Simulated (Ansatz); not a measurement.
## Si(111) with OH on 25 % of the top atoms and H on the rest: bands and core levels

Aim: core-level components, unfolded bands and work function of Si(111) with OH on 25 % of the top atoms and H on the rest.

Main program and level: Ansatz 0.2.0; DFT, PBE, plane-wave PAW, default files, scalar-relativistic.

**1. Set-up**

The cell holds 33 atoms: 8 H, 1 O and 24 Si. Its edges and angles: a = 7.679 Å, b = 7.679 Å, c = 24.634 Å, α = 90.0°, β = 90.0°, γ = 60.0°. It derives from Si. How the cell was made: terminated face; group: OH; share of top atoms: 0.25; rest: H; oxygen in back bonds: 0; lower face: H. Regions: ad, 5 atoms (1 O and 4 H); L1, 4 atoms (4 Si); L2, 4 atoms (4 Si); L3, 4 atoms (4 Si); mid, 4 atoms (4 Si); rest, 12 atoms (8 Si and 4 H). Vacuum lies along c.

**2. Relaxation**

Levels and vacuum steps follow bond lengths, so the atoms are relaxed first. 12 atoms are held to stand for the bulk. A dipole correction cancels the field between unlike faces.

Contents of input.yaml:

```yaml
crystal:
  lattice:
    - [7.6791796437, 0.0, 0.0]
    - [3.8395898218, 6.6503646517, 0.0]
    - [0.0, 0.0, 24.6337769138]
  atoms:
    - { symbol: H, position: [0.114595574, 0.0, 0.715837323] }
    - { symbol: O, position: [0.0, 0.0, 0.699599455] }
    - { symbol: H, position: [0.5, 0.0, 0.685391322] }
    - { symbol: H, position: [0.0, 0.5, 0.685391322] }
    - { symbol: H, position: [0.5, 0.5, 0.685391322] }
    - { symbol: Si, position: [0.0, 0.0, 0.629776626] }
    - { symbol: Si, position: [0.5, 0.0, 0.629776626] }
    - { symbol: Si, position: [0.0, 0.5, 0.629776626] }
    - { symbol: Si, position: [0.5, 0.5, 0.629776626] }
    - { symbol: Si, position: [0.833333333, 0.333333333, 0.597960434] }
    - { symbol: Si, position: [0.333333333, 0.333333333, 0.597960434] }
    - { symbol: Si, position: [0.833333333, 0.833333333, 0.597960434] }
    - { symbol: Si, position: [0.333333333, 0.833333333, 0.597960434] }
    - { symbol: Si, position: [0.833333333, 0.333333333, 0.502511856] }
    - { symbol: Si, position: [0.333333333, 0.333333333, 0.502511856] }
    - { symbol: Si, position: [0.833333333, 0.833333333, 0.502511856] }
    - { symbol: Si, position: [0.333333333, 0.833333333, 0.502511856] }
    - { symbol: Si, position: [0.166666667, 0.166666667, 0.470695663] }
    - { symbol: Si, position: [0.666666667, 0.166666667, 0.470695663] }
    - { symbol: Si, position: [0.166666667, 0.666666667, 0.470695663] }
    - { symbol: Si, position: [0.666666667, 0.666666667, 0.470695663] }
    - { symbol: Si, position: [0.166666667, 0.166666667, 0.375247085] }
    - { symbol: Si, position: [0.666666667, 0.166666667, 0.375247085] }
    - { symbol: Si, position: [0.166666667, 0.666666667, 0.375247085] }
    - { symbol: Si, position: [0.666666667, 0.666666667, 0.375247085] }
    - { symbol: Si, position: [0.0, 0.0, 0.343430893] }
    - { symbol: Si, position: [0.5, 0.0, 0.343430893] }
    - { symbol: Si, position: [0.0, 0.5, 0.343430893] }
    - { symbol: Si, position: [0.5, 0.5, 0.343430893] }
    - { symbol: H, position: [0.0, 0.0, 0.284162677] }
    - { symbol: H, position: [0.5, 0.0, 0.284162677] }
    - { symbol: H, position: [0.0, 0.5, 0.284162677] }
    - { symbol: H, position: [0.5, 0.5, 0.284162677] }
kpoints:
  mp_grid: { grid: [3, 3, 1] }
scf:
  occupations: { method: fermi_dirac, width: 0.02 }
  n_extra_bands: 23
hamiltonian:
  xc: pbe
  pseudopotentials: { kind: paw }
output:
  forces: true
  write_potential: true
  volumetric_format: []
efield:
  axis: 3
  dipole_correction: true
relax:
  f_tol: 0.03
  max_steps: 70
  constraints: [{ sites: [21, 22, 23, 24, 25, 26, 27, 28, 29, 30, 31, 32] }]
```

Command:

```console
ansatz run input.yaml --threads 4 --pin off --max-ram 8192MiB --backend cpu --events-out ev --progress --plain --runs-dir out
```

Numbers of over 12 decimals in the logs are rounded to 6 here.

The program printed:

```text
scf.n_extra_bands = 23 over 55 filled bands (N_el = 110.0): the run solves 78 bands
Engine: ansatz 0.2.0, x86_64-unknown-linux-gnu
Pseudopotentials: kind: paw
Pseudopotential: H, paw, valence charge 1, recommended cutoff 420 eV (normal), H.paw.azcp
Pseudopotential: O, paw, valence charge 6, recommended cutoff 420 eV (normal), O.paw.azcp
Pseudopotential: Si, paw, valence charge 4, recommended cutoff 420 eV (normal), Si.paw.azcp
Functional definition: PBE
  parameter kappa = 0.804
  parameter beta = 0.066725
  exchange = pbe_x(kappa = kappa, mu = beta*pi^2/3)
  correlation = pbe_c(beta = beta)
Crystal: 33 atoms, lattice volume = 1258.031 Å³
Basis set: ecut = 420 eV, 24545 PW (Γ), exchange–correlation on 108×108×360 points (8 copies of the dense FFT grid, shifted against one another)
Bands: 78, of which v1, the nominal top of the filled ones, is band 55 counted from 1 (54 counted from 0)
Symmetry: 1 space group operations
Space group: P1 (ITA 1), of the structure as read, at distance tolerance 1.1e-4 Å
k-points: 5 of 9 (time reversal used)
Non-local potential: H, projectors of the file, l = 0: 2, l = 1: 1
Non-local potential: O, projectors of the file, l = 0: 2, l = 1: 2, l = 2: 1
Non-local potential: Si, projectors of the file, l = 0: 2, l = 1: 2, l = 2: 2
PAW form: soft (Blöchl's): semilocal exchange-correlation on the pseudo side does not see the compensation charge
PAW one-centre angular grid: H, 110 points (default); XC on 64 Gauss nodes
PAW one-centre angular grid: O, 110 points (default); XC on 64 Gauss nodes
PAW one-centre angular grid: Si, 110 points (default); XC on 64 Gauss nodes
Initial density: superposition of atomic densities (neutral atoms: chi_scale 0, normalization atom), corrected by the library's trained network
Initial wavefunctions: pseudopotential atomic-orbital guess
Functional: x = pbe(κ = 0.804, μ = 0.219515), c = pbe(β = 0.066725)
SCF iter   1: F=—  HF=-15952.885058 eV  |F-HF|=—  |Δ(HF+E_count)|=         —  Δρ=2.05e-3  dr2=5.31e-1  ethr=1.77e-3  p=-0.025 e·Å  D=-3.61e-3 V/Å  ΔV_dip=0.09 eV  dr2_dipole=4.81e-3  V_vac-E_F(+/−)=3.82/3.73 eV  ⟨swp⟩=8.6  Hψ=2259  notcnv=0  defer=27
efield: sawtooth ramp at fractional position 0.9500 (placed from the atoms, in the widest stretch of the axis that holds none; the zero of the levels goes with the place), width 0.1000; the density the first Hamiltonian is built on has a dipole p = -0.025 e·Å; the dipole correction subtracts the counter field D = -3.61e-3 V/Å, which shifts the + side's vacuum level by +0.09 eV against the − side's; the planar-averaged density in the ramp window peaks in size at 1.4e-5 e/Å³
preconditioner: auto → Resta (q_TF=auto, 1.818 Å⁻¹)  ε∞=2.9  [insulator: Δε(μ)=1.093 eV  Ē_g=7.974 eV  σ=0.020 eV  W_gap=1.00  n_scr=134 (ndim 8)  ℏωp=10.9 eV  f_vac=0.518  D(μ)=0.00/eV (n_scr^D=0)  ε∞_Penn≈2.9  vacuum switching on, ρ_ref=4.6e-3 e/Å³]
SCF iter   2: F=—  HF=-15952.808412 eV  |F-HF|=—  |Δ(HF+E_count)|=   7.66e-2  Δρ=9.08e-4  dr2=3.16e-2  ethr=4.83e-4  p=0.020 e·Å  D=2.84e-3 V/Å  ΔV_dip=-0.07 eV  dr2_dipole=1.94e-3  V_vac-E_F(+/−)=4.10/4.17 eV  ⟨swp⟩=3.4  Hψ=578  notcnv=0  defer=81
SCF iter   3: F=—  HF=-15952.805942 eV  |F-HF|=—  |Δ(HF+E_count)|=   2.47e-3  Δρ=3.71e-4  dr2=2.88e-3  ethr=2.88e-5  p=-0.004 e·Å  D=-5.16e-4 V/Å  ΔV_dip=0.01 eV  dr2_dipole=3.35e-4  V_vac-E_F(+/−)=4.10/4.09 eV  ⟨swp⟩=3.2  Hψ=560  notcnv=0  defer=81
SCF iter   4: F=—  HF=-15952.806550 eV  |F-HF|=—  |Δ(HF+E_count)|=   6.08e-4  Δρ=1.90e-4  dr2=1.12e-3  ethr=2.62e-6  p=0.010 e·Å  D=1.39e-3 V/Å  ΔV_dip=-0.03 eV  dr2_dipole=1.74e-4  V_vac-E_F(+/−)=4.09/4.13 eV  ⟨swp⟩=2.2  Hψ=621  notcnv=0  defer=81
SCF iter   5: F=—  HF=-15952.806913 eV  |F-HF|=—  |Δ(HF+E_count)|=   3.63e-4  Δρ=1.02e-4  dr2=1.98e-4  ethr=1.01e-6  p=0.004 e·Å  D=5.71e-4 V/Å  ΔV_dip=-0.01 eV  dr2_dipole=3.75e-5  V_vac-E_F(+/−)=4.12/4.13 eV  ⟨swp⟩=2.2  Hψ=491  notcnv=0  defer=81
SCF iter   6: F=-15952.806883 eV  HF=-15952.806888 eV  |F-HF|=5.06e-6  |Δ(HF+E_count)|=   2.53e-5  Δρ=3.79e-5  dr2=2.10e-5  ethr=2.05e-8  p=0.007 e·Å  D=9.51e-4 V/Å  ΔV_dip=-0.02 eV  dr2_dipole=1.40e-6  V_vac-E_F(+/−)=4.12/4.14 eV  ⟨swp⟩=11.6  Hψ=3606  notcnv=0
SCF 1 converged in 6 iterations: F = -15952.806883 eV  dr2 = 2.10e-5
  greatest PAW one-centre occupation: 0.865 electrons in one spin orbital (limit 2), on the O atom at site 1 (counted from 0), in its partial waves of l = 0
relax step   1: F+E_penalty+E_count = -15952.80688311 eV  Δ(F+E_penalty+E_count) = +0.000e0 eV  max|allowed force component| = 2.933e0 eV/Å  Δτ_max = 0.0000 Å  (6 SCF iters, dr2 threshold 2.25e-5 eV, accepted)
Initial density: handed on by an earlier stage of this run
Initial wavefunctions: those handed on with the density
iter 1 solved again at ethr=2.82e-4 eV; its pass at ethr=3.10e-3 eV (dr2=3.11e-1 eV) is discarded
SCF iter   1: F=—  HF=-15953.318496 eV  |F-HF|=—  |Δ(HF+E_count)|=         —  Δρ=7.14e-3  dr2=3.14e-1  ethr=2.82e-4  p=0.007 e·Å  D=9.50e-4 V/Å  ΔV_dip=-0.02 eV  dr2_dipole=1.01e-4  V_vac-E_F(+/−)=4.09/4.11 eV  ⟨swp⟩=2.0  Hψ=1623  notcnv=0  defer=76
efield: sawtooth ramp at fractional position 0.9500 (handed on by an earlier solve), width 0.1000; the density the first Hamiltonian is built on has a dipole p = 0.007 e·Å; the dipole correction subtracts the counter field D = 9.50e-4 V/Å, which shifts the + side's vacuum level by -0.02 eV against the − side's; the planar-averaged density in the ramp window peaks in size at 1.3e-6 e/Å³
preconditioner: auto → Resta (q_TF=auto, 1.818 Å⁻¹)  ε∞=2.9  [insulator: Δε(μ)=1.071 eV  Ē_g=7.927 eV  σ=0.020 eV  W_gap=1.00  n_scr=134 (ndim 8)  ℏωp=10.9 eV  f_vac=0.514  D(μ)=0.00/eV (n_scr^D=0)  ε∞_Penn≈2.9  vacuum switching on, ρ_ref=4.6e-3 e/Å³]
SCF iter   2: F=—  HF=-15953.259643 eV  |F-HF|=—  |Δ(HF+E_count)|=   5.89e-2  Δρ=3.45e-3  dr2=6.26e-2  ethr=2.82e-4  p=0.005 e·Å  D=6.81e-4 V/Å  ΔV_dip=-0.02 eV  dr2_dipole=2.97e-6  V_vac-E_F(+/−)=4.10/4.11 eV  ⟨swp⟩=2.2  Hψ=599  notcnv=0  defer=76
SCF iter   3: F=—  HF=-15953.253323 eV  |F-HF|=—  |Δ(HF+E_count)|=   6.32e-3  Δρ=5.42e-4  dr2=2.70e-3  ethr=5.69e-5  p=0.009 e·Å  D=1.33e-3 V/Å  ΔV_dip=-0.03 eV  dr2_dipole=4.91e-5  V_vac-E_F(+/−)=4.08/4.12 eV  ⟨swp⟩=3.0  Hψ=691  notcnv=0  defer=76
SCF iter   4: F=—  HF=-15953.253377 eV  |F-HF|=—  |Δ(HF+E_count)|=   5.40e-5  Δρ=2.98e-4  dr2=1.17e-3  ethr=2.46e-6  p=0.004 e·Å  D=6.42e-4 V/Å  ΔV_dip=-0.02 eV  dr2_dipole=1.55e-4  V_vac-E_F(+/−)=4.09/4.11 eV  ⟨swp⟩=2.2  Hψ=639  notcnv=0  defer=76
[...]
SCF iter   5: F=—  HF=-15953.374082 eV  |F-HF|=—  |Δ(HF+E_count)|=   6.40e-7  Δρ=7.97e-6  dr2=2.02e-6  ethr=2.56e-9  p=0.007 e·Å  D=1.05e-3 V/Å  ΔV_dip=-0.03 eV  dr2_dipole=7.09e-7  V_vac-E_F(+/−)=4.09/4.11 eV  ⟨swp⟩=2.0  Hψ=589  notcnv=0  defer=76
SCF iter   6: F=—  HF=-15953.374081 eV  |F-HF|=—  |Δ(HF+E_count)|=   2.37e-7  Δρ=2.92e-6  dr2=1.25e-7  ethr=1.83e-9  p=0.007 e·Å  D=9.94e-4 V/Å  ΔV_dip=-0.02 eV  dr2_dipole=3.02e-8  V_vac-E_F(+/−)=4.09/4.11 eV  ⟨swp⟩=2.0  Hψ=589  notcnv=0  defer=76
SCF iter   7: F=-15953.374081 eV  HF=-15953.374081 eV  |F-HF|=8.02e-9  |Δ(HF+E_count)|=   6.96e-9  Δρ=1.04e-6  dr2=1.06e-8  ethr=9.09e-11  p=0.007 e·Å  D=1.00e-3 V/Å  ΔV_dip=-0.02 eV  dr2_dipole=2.15e-14  V_vac-E_F(+/−)=4.09/4.11 eV  ⟨swp⟩=9.0  Hψ=2527  notcnv=0
SCF 7 converged in 7 iterations: F = -15953.374081 eV  dr2 = 1.06e-8
relax step   7: F+E_penalty+E_count = -15953.37408145 eV  Δ(F+E_penalty+E_count) = -1.667e-4 eV  max|allowed force component| = 2.256e-3 eV/Å  Δτ_max = 0.0255 Å  (7 SCF iters, accepted)
NSCF: frozen V_eff on 5 k-points
the band table was solved once a step of the walk had ended and its energy, with any forces and stress, was formed, with the checks that follow a solve (2649 applications of the Hamiltonian). They found nothing against the state; the energy, forces and stress were not computed again (output.eigenvalues in the input reference)
WARN: The output density's exchange-correlation potential varies sharply where the density is thin. Do not read a vacuum level from v_tot or v_xc, or from such a field of the output density. On a cell that repeats whose density bears no net charge and no dipole along the vacuum's axis use v_es (v_loc + v_h of the components); under efield.dipole_correction with no amplitude use v_es + v_field, which holds any externa [...]
SCF converged after 7 iterations
Free energy (F): -15953.374081 eV
Harris-Foulkes:  -15953.374081 eV  (|F-HF|=8.02e-9)
Internal energy: -15953.374081 eV  (E = F + TS)
E sigma→0 (E₀):  -15953.374081 eV
Fermi energy:    0.190761 eV
Dipole field:    D = 0.001004 V/Å  (p = 0.006979 e·Å, saw-weighted, corrected)
Work function:   Φ+ = 4.0879 eV   Φ− = 4.1126 eV
Levels:          The Fermi level and band energies are counted from a zero that moves with the ramp; work functions are not
--- Per-component energies (eV) ---
  E_band       = -616.424137
  E_kinetic    = 1253.492734
  E_local      = -29861.400495  (includes V_loc(G=0)·N_el)
  E_nonlocal   = 684.626912
  E_hartree    = 14356.950403
  E_xc         = -1467.562078
  E_vxc        = -1304.820828  (∫ρ·V_xc dr)
  E_paw        = -12470.988544  (= ΣΔE_a)
  E_vpaw       = -102.222659  (= ΣTr[D̂ρ^β])
  E_aug_tail   = -0.007333  (compensation charges beyond the density's cutoff)
  E_efield     = 0.000004  (sawtooth field / dipole correction)
  E_vefield    = 0.002241  (∫n·V_field dr)
  E_ewald      = 11551.514315
  E_smearing   = -0.000000  (= −TS)
  E_closure    = 0.000000  (closes the sum)
  Σ components = -15953.374081   (vs F -15953.374081, Δ=0.00e0)
--- Forces (eV/Å), atoms counted from 1 ---
  atom   1  H     -0.00183139     0.00186707    -0.00061754
  atom   2  O      0.00012367     0.00049500     0.00225630
  atom   3  H      0.00040605    -0.00014814    -0.00016165
  atom   4  H      0.00006136     0.00047805    -0.00029093
  atom   5  H      0.00018073     0.00021184     0.00002796
  atom   6  Si    -0.00060794    -0.00008368     0.00004435
  atom   7  Si    -0.00119428     0.00007459     0.00001964
  atom   8  Si    -0.00008596    -0.00073926     0.00003275
  atom   9  Si     0.00043068     0.00076677     0.00019903
  atom  10  Si     0.00040942     0.00107438    -0.00005884
  atom  11  Si     0.00000822    -0.00012555    -0.00002146
  atom  12  Si    -0.00025335    -0.00006257    -0.00058099
  atom  13  Si     0.00138356    -0.00019463    -0.00038795
  atom  14  Si     0.00017798    -0.00115172    -0.00046701
  atom  15  Si    -0.00035743     0.00050148     0.00001333
  atom  16  Si    -0.00067124    -0.00089375     0.00020280
  atom  17  Si    -0.00152422     0.00028700     0.00010484
  atom  18  Si     0.00006076    -0.00006391    -0.00010067
  atom  19  Si    -0.00016905    -0.00017306     0.00038235
  atom  20  Si    -0.00001920     0.00000282    -0.00009124
  atom  21  Si     0.00049962     0.00053400     0.00045892
  atom  22  Si     0.00268825     0.00125694    -0.08440057
  atom  23  Si    -0.00226715    -0.00935187    -0.07227055
  atom  24  Si    -0.00931599     0.00101342    -0.07245288
  atom  25  Si     0.01151098     0.00412255    -0.06798622
  atom  26  Si     0.00069578     0.00061599     0.85253178
  atom  27  Si    -0.00062254    -0.00204527     0.84617635
  atom  28  Si    -0.00252012     0.00113818     0.84496217
  atom  29  Si     0.00171847     0.00125769     0.85824137
  atom  30  H      0.00005541    -0.00022698    -0.77623027
  atom  31  H     -0.00003719     0.00015469    -0.77699082
  atom  32  H      0.00052677    -0.00066550    -0.77713073
  atom  33  H      0.00042441     0.00003235    -0.77543838
  max |Σ_I F_I| component: 1.15e-4 eV/Å
--- Band table (eV; the first three rows and the last of 5) ---
  k-point 0: bands = [... 51 lower, -0.8029, -0.7765, -0.3656, -0.3485, 0.7369, 0.7502, 0.7512, 1.1846, ... 19 higher]
  k-point 1: bands = [... 51 lower, -1.6275, -1.3973, -1.2844, -0.7589, 0.8791, 1.4587, 1.5771, 1.6834, ... 19 higher]
  k-point 2: bands = [... 51 lower, -1.6300, -1.3964, -1.2812, -0.7575, 0.8800, 1.4591, 1.5758, 1.6838, ... 19 higher]
  k-point 4: bands = [... 51 lower, -2.0267, -1.6592, -1.5236, -1.4994, 1.7855, 2.1384, 2.1956, 2.2147, ... 19 higher]
--- Relaxed structure (7 steps of the walk, 7 accepted, 0 SCFs on fresh bases) ---
  F+E_penalty+E_count = -15953.37408145 eV   max|allowed force component| = 2.256e-3 eV/Å
  atoms:
    - { symbol: H, position: [0.058619, 0.048580, 0.719529] }
    - { symbol: O, position: [-0.00861021, -0.010259, 0.699802] }
    - { symbol: H, position: [0.496835, 0.000269484, 0.691800] }
    - { symbol: H, position: [0.000604503, 0.496715, 0.691830] }
    - { symbol: H, position: [0.500370, 0.500196, 0.691761] }
    - { symbol: Si, position: [-0.00059859, -0.00144435, 0.631690] }
    - { symbol: Si, position: [0.498890, -0.000330211, 0.630682] }
    - { symbol: Si, position: [-4.5561324900550426e-5, 0.498597, 0.630720] }
    - { symbol: Si, position: [0.500282, 0.499775, 0.630715] }
    - { symbol: Si, position: [0.833542, 0.331726, 0.599292] }
    - { symbol: Si, position: [0.333390, 0.333159, 0.599478] }
    - { symbol: Si, position: [0.832874, 0.832528, 0.599883] }
    - { symbol: Si, position: [0.332347, 0.832960, 0.599211] }
    - { symbol: Si, position: [0.833644, 0.332932, 0.503400] }
    - { symbol: Si, position: [0.333423, 0.333237, 0.503598] }
    - { symbol: Si, position: [0.833660, 0.833523, 0.503762] }
    - { symbol: Si, position: [0.333190, 0.833427, 0.503341] }
    - { symbol: Si, position: [0.166825, 0.166687, 0.471026] }
    - { symbol: Si, position: [0.666678, 0.166609, 0.471095] }
    - { symbol: Si, position: [0.166747, 0.666512, 0.471094] }
    - { symbol: Si, position: [0.666962, 0.666684, 0.471121] }
    - { symbol: Si, position: [0.166666667, 0.166667, 0.375247] }
    - { symbol: Si, position: [0.666667, 0.166667, 0.375247] }
    - { symbol: Si, position: [0.166667, 0.666667, 0.375247] }
    - { symbol: Si, position: [0.666667, 0.666667, 0.375247] }
    - { symbol: Si, position: [0.0, 0.0, 0.343431] }
    - { symbol: Si, position: [0.500000, 0.0, 0.343431] }
    - { symbol: Si, position: [-2.7755575615628914e-17, 0.500000, 0.343431] }
    - { symbol: Si, position: [0.500000, 0.500000, 0.343431] }
    - { symbol: H, position: [0.0, 0.0, 0.284162677] }
    - { symbol: H, position: [0.500000, 0.0, 0.284162677] }
    - { symbol: H, position: [-2.7755575615628914e-17, 0.500000, 0.284162677] }
    - { symbol: H, position: [0.500000, 0.500000, 0.284162677] }
```

Elapsed: 87 s, on 4 threads of Intel Xeon at 2.80GHz (Skylake/Cascade Lake), shared host; peak memory 2.2 GiB.

Relaxation path:

| step | energy less that of the first step (eV) | largest force component (eV/Å) |
| --- | --- | --- |
| 1 | 0.0000 | 2.9333 |
| 2 | -0.4463 | 1.1189 |
| 3 | -0.5399 | 0.7527 |
| 4 | -0.5566 | 0.6966 |
| 5 | -0.5664 | 0.0836 |
| 6 | -0.5670 | 0.0330 |
| 7 | -0.5672 | 0.0023 |

The atoms that moved most (Å):

| atom | dx | dy | dz | length |
| --- | --- | --- | --- | --- |
| H1 | -0.243 | 0.323 | 0.091 | 0.415 |
| H4 | -0.008 | -0.022 | 0.159 | 0.160 |
| H3 | -0.023 | 0.002 | 0.158 | 0.160 |
| H5 | 0.004 | 0.001 | 0.157 | 0.157 |
| O2 | -0.106 | -0.068 | 0.005 | 0.126 |
| Si6 | -0.010 | -0.010 | 0.047 | 0.049 |
| Si12 | -0.007 | -0.005 | 0.047 | 0.048 |
| Si11 | 0.000 | -0.001 | 0.037 | 0.037 |

Numbers from this step:

```
free energy                                                         : -15953.3741 eV
Fermi energy                                                        : 0.1908 eV
symmetry operations                                                 : 1
gap on the k-mesh                                                   : 1.085 eV
ionisation potential, upper face                                    : 4.627 eV
upper vacuum level less the lowest empty level (Kohn–Sham affinity) : 3.542 eV
ionisation potential, lower face                                    : 4.652 eV
```

The relaxation ends 17 meV an atom lower, with a largest force component of 0.0023 eV/Å on the free atoms.

(Continued in part 2 of 4.)

[Logs are printed without paths, hosts, clocks, repeated set-up lines and the standing remarks that a program may print on its own settings, such as how far it seeks lower states.]

[Hosts, paths, dates, database ids (printed as entryN), source tags and the programs' standing remarks are cut or masked in the printed files.]

[Maps of the electrostatic potential energy from Ansatz leave out the sawtooth potential of an applied field or a dipole correction, so their vacuum need not be flat; work functions include it.]
